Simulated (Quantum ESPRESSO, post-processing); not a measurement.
# Zr(0001), 5 layers against a metal electrode: a series in the charge of the slab, part 4 of 4

What law, if any, do the results for Zr(0001), 5 layers against a metal electrode follow against the charge of the slab?

Quantum ESPRESSO 7.5; plane-wave DFT, PBE, GBRV ultrasoft pseudopotentials.

So far. Step 5 (SCF with pw.x, 1 ×10¹³ e/cm²): Inside the slab this potential holds the local part of the pseudopotentials, which can be repulsive at the nuclei; only its value in the vacuum has a meaning of its own. Step 6 (Self-consistent run, -1.5 ×10¹³ e/cm²): Inside the slab this potential holds the local part of the pseudopotentials, which can be repulsive at the nuclei; only its value in the vacuum has a meaning of its own.

### 7. Self-consistent run, -3 ×10¹³ e/cm²

m0.esm.in

```
&control
  prefix = 'm0.esm'
  outdir = './out'
  pseudo_dir = './pseudo'
  calculation = 'scf'
  tprnfor = .true.
/
&system
  ibrav = 0
  nat = 5
  ntyp = 1
  ecutwfc = 40
  ecutrho = 200
  occupations = 'smearing'
  smearing = 'mv'
  degauss = 0.02
  assume_isolated = 'esm'
  esm_bc = 'bc3'
  tot_charge = -0.02711
/
&electrons
  conv_thr = 1e-08
  mixing_beta = 0.25
  electron_maxstep = 160
  mixing_mode = 'local-TF'
  mixing_ndim = 12
  startingpot = 'file'
/
ATOMIC_SPECIES
  Zr  91.2240  zr_pbe_v1.uspp.F.UPF
CELL_PARAMETERS angstrom
  3.23282280700000 0.00000000000000 0.00000000000000
  1.61641140350000 2.79970667679572 0.00000000000000
  0.00000000000000 0.00000000000000 25.38485868954650
ATOMIC_POSITIONS crystal
  Zr  0.000000000000 0.000000000000 -0.140376613275
  Zr  0.666666666700 0.666666666700 -0.045190194075
  Zr  0.000000000000 0.000000000000 0.059090342725
  Zr  0.666666666700 0.666666666700 0.163370879525
  Zr  0.000000000000 0.000000000000 0.258557298725
K_POINTS automatic
  12 12 1 0 0 0
```

Command:

```sh
cp -r out/m1.esm.save out/m0.esm.save
OMP_NUM_THREADS=1 mpirun -n 4 pw.x -nk 4 -in m0.esm.in > m0.esm.out
```

The log of the run:

```text
[banner, memory and clock lines left out]
Program PWSCF v.7.5 starts
[...]
Message from routine setup:
[...]
number of electrons       =        60.03
     number of Kohn-Sham states=           36
     kinetic-energy cutoff     =      40.0000  Ry
     charge density cutoff     =     200.0000  Ry
[...]
number of k points=    19  Marzari-Vanderbilt smearing, width (Ry)=  0.0200
[...]
Dense  grid:    74045 G-vectors     FFT dimensions: (  27,  27, 216)
[...]
The initial density is read from file :
[...]
negative rho (up, down):  3.047E-01 0.000E+00
     Starting wfcs are   65 randomized atomic wfcs
[...]
negative rho (up, down):  3.056E-01 0.000E+00
[...]
estimated scf accuracy    <       8.94709072 Ry
[...]
negative rho (up, down):  3.072E-01 0.000E+00
[...]
estimated scf accuracy    <       0.88173078 Ry
[...]
negative rho (up, down):  3.073E-01 0.000E+00
[...]
estimated scf accuracy    <       0.15993052 Ry
[...]
negative rho (up, down):  3.091E-01 0.000E+00
[...]
estimated scf accuracy    <       0.13823137 Ry
[...]
negative rho (up, down):  3.093E-01 0.000E+00
[...]
estimated scf accuracy    <       0.00459787 Ry
[...]
negative rho (up, down):  3.082E-01 0.000E+00
[...]
estimated scf accuracy    <       0.00648817 Ry
[...]
negative rho (up, down):  3.079E-01 0.000E+00
[...]
estimated scf accuracy    <       0.00794497 Ry
[...]
negative rho (up, down):  3.072E-01 0.000E+00
[...]
estimated scf accuracy    <       0.00422284 Ry
[...]
negative rho (up, down):  3.071E-01 0.000E+00
[...]
estimated scf accuracy    <       0.00842199 Ry
[...]
negative rho (up, down):  3.069E-01 0.000E+00
[...]
estimated scf accuracy    <       0.00376097 Ry
[...]
negative rho (up, down):  3.063E-01 0.000E+00
[...]
estimated scf accuracy    <       0.00335735 Ry
[...]
negative rho (up, down):  3.057E-01 0.000E+00
[...]
estimated scf accuracy    <       0.00186650 Ry
[...]
negative rho (up, down):  3.053E-01 0.000E+00
[...]
estimated scf accuracy    <       0.00050430 Ry
[...]
negative rho (up, down):  3.051E-01 0.000E+00
[...]
estimated scf accuracy    <       0.00031151 Ry
[...]
negative rho (up, down):  3.049E-01 0.000E+00
[...]
estimated scf accuracy    <       0.00071625 Ry
[...]
negative rho (up, down):  3.049E-01 0.000E+00
[...]
estimated scf accuracy    <       0.00052505 Ry
[...]
negative rho (up, down):  3.048E-01 0.000E+00
[...]
estimated scf accuracy    <       0.00027688 Ry
[...]
negative rho (up, down):  3.047E-01 0.000E+00
[...]
estimated scf accuracy    <       0.00016574 Ry
[...]
negative rho (up, down):  3.047E-01 0.000E+00
[...]
estimated scf accuracy    <       0.00001446 Ry
[...]
negative rho (up, down):  3.047E-01 0.000E+00
[...]
estimated scf accuracy    <       0.00002819 Ry
[...]
negative rho (up, down):  3.047E-01 0.000E+00
[...]
estimated scf accuracy    <       0.00002621 Ry
[...]
negative rho (up, down):  3.047E-01 0.000E+00
[...]
estimated scf accuracy    <       0.00002742 Ry
[...]
negative rho (up, down):  3.047E-01 0.000E+00
[...]
estimated scf accuracy    <       0.00002782 Ry
[...]
negative rho (up, down):  3.047E-01 0.000E+00
[...]
estimated scf accuracy    <       0.00003214 Ry
[...]
negative rho (up, down):  3.046E-01 0.000E+00
[...]
estimated scf accuracy    <       0.00003736 Ry
[...]
negative rho (up, down):  3.046E-01 0.000E+00
[...]
estimated scf accuracy    <       0.00007366 Ry
[...]
negative rho (up, down):  3.046E-01 0.000E+00
[...]
estimated scf accuracy    <       0.00007903 Ry
[...]
negative rho (up, down):  3.047E-01 0.000E+00
[...]
estimated scf accuracy    <       0.00007430 Ry
[...]
negative rho (up, down):  3.047E-01 0.000E+00
[...]
estimated scf accuracy    <       0.00004370 Ry
[...]
negative rho (up, down):  3.047E-01 0.000E+00
[...]
estimated scf accuracy    <       0.00007200 Ry
[...]
negative rho (up, down):  3.047E-01 0.000E+00
[...]
estimated scf accuracy    <       0.00004946 Ry
[...]
negative rho (up, down):  3.047E-01 0.000E+00
[...]
estimated scf accuracy    <       0.00004868 Ry
[...]
negative rho (up, down):  3.046E-01 0.000E+00
[...]
estimated scf accuracy    <       0.00000230 Ry
[...]
negative rho (up, down):  3.046E-01 0.000E+00
[...]
estimated scf accuracy    <       0.00000025 Ry
[...]
negative rho (up, down):  3.046E-01 0.000E+00
[...]
estimated scf accuracy    <       0.00000030 Ry
[...]
negative rho (up, down):  3.046E-01 0.000E+00
[...]
estimated scf accuracy    <       0.00000148 Ry
[...]
negative rho (up, down):  3.046E-01 0.000E+00
[...]
estimated scf accuracy    <       0.00000049 Ry
[...]
negative rho (up, down):  3.046E-01 0.000E+00
[...]
estimated scf accuracy    <       0.00000030 Ry
[...]
negative rho (up, down):  3.046E-01 0.000E+00
[...]
estimated scf accuracy    <       0.00000017 Ry
[...]
negative rho (up, down):  3.046E-01 0.000E+00
[...]
estimated scf accuracy    <       0.00000010 Ry
[...]
negative rho (up, down):  3.046E-01 0.000E+00
[...]
estimated scf accuracy    <       0.00000009 Ry
[...]
negative rho (up, down):  3.046E-01 0.000E+00
[...]
estimated scf accuracy    <       0.00000004 Ry
[...]
negative rho (up, down):  3.046E-01 0.000E+00
[...]
the Fermi energy is    -2.2215 ev
!    total energy              =    -495.64158672 Ry
     estimated scf accuracy    <          4.8E-09 Ry
     smearing contrib. (-TS)   =      -0.00053519 Ry
     internal energy E=F+TS    =    -495.64105153 Ry
[...]
one-electron contribution =  -48186.17122306 Ry
     hartree contribution      =   24080.13485511 Ry
     xc contribution           =     -88.71640566 Ry
     ewald contribution        =   23699.11172208 Ry
     convergence has been achieved in  43 iterations
     negative rho (up, down):  3.046E-01 0.000E+00
[...]
Total force =     0.001442     Total SCF correction =     0.000493
[...]
```

It took 99 s on 4 MPI ranks of INTEL XEON PLATINUM 8581C at 2.10GHz (Emerald Rapids), shared host; peak memory 0.67 GiB; 6.6 min of CPU time.

Read from the output:

- Fermi energy: -2.221 eV
- vacuum line at the lower end of the cell, over the Fermi level: 4.200 eV
- slope of the potential above: -0.5401 eV/Å
- vacuum line at the upper end of the cell, over the Fermi level: 2.221 eV

Inside the slab this potential holds the local part of the pseudopotentials, which can be repulsive at the nuclei; only its value in the vacuum has a meaning of its own.

### 8. The series side by side

The series in one table:

```tsv
the charge of the slab (positive: electrons removed)	electrode's level over the Fermi level (eV)	far face's level over the Fermi level (eV)	field in the gap (eV/Å)
-3 ×10¹³ e/cm²	2.221	4.2	-0.5401
-1.5 ×10¹³ e/cm²	3.189	4.198	-0.2698
0 ×10¹³ e/cm²	4.19	4.194	0.0007604
1 ×10¹³ e/cm²	4.872	4.191	0.1814
2 ×10¹³ e/cm²	5.566	4.189	0.362
3 ×10¹³ e/cm²	6.271	4.192	0.5428
4.5 ×10¹³ e/cm²	7.346	4.188	0.8139
6 ×10¹³ e/cm²	8.441	4.187	1.085
7 ×10¹³ e/cm²	9.182	4.181	1.266
8 ×10¹³ e/cm²	9.931	4.188	1.447
```

### 9. A check by hand

Last interval: C = Δσ/ΔV = 0.00100 e/Å² / 0.749 V × 1602 = 2.14 µF/cm².

### 10. Outcome

- mean capacitance at positive charge: 2.23 μF/cm²
- effective gap ε₀/C: 3.96 Å
- top atoms to electrode: 6.13 Å

In words: The series holds 10 members; mean capacitance at positive charge: 2.23 μF/cm²; effective gap ε₀/C: 3.96 Å; top atoms to electrode: 6.13 Å (PBE, GBRV ultrasoft). Interval by interval C lies between 2.14 and 2.48 µF/cm². The far face's level moves by 0.02 eV over the series: the slab screens like a metal, and averaged over the positive charges the image plane lies 2.16 Å above the top atoms. Vacuum fills the gap; ions don't answer the charge; added electrons can spill towards the electrode at the most negative charges.

[Logs are printed without paths, hosts, clocks, repeated set-up lines and the standing remarks that a program may print on its own settings, such as how far it seeks lower states.]

[Hosts, paths, dates, database ids (printed as entryN), source tags and the programs' standing remarks are cut or masked in the printed files.]

[Maps of the electrostatic potential energy from Ansatz leave out the sawtooth potential of an applied field or a dipole correction, so their vacuum need not be flat; planar profiles and work functions include it.]
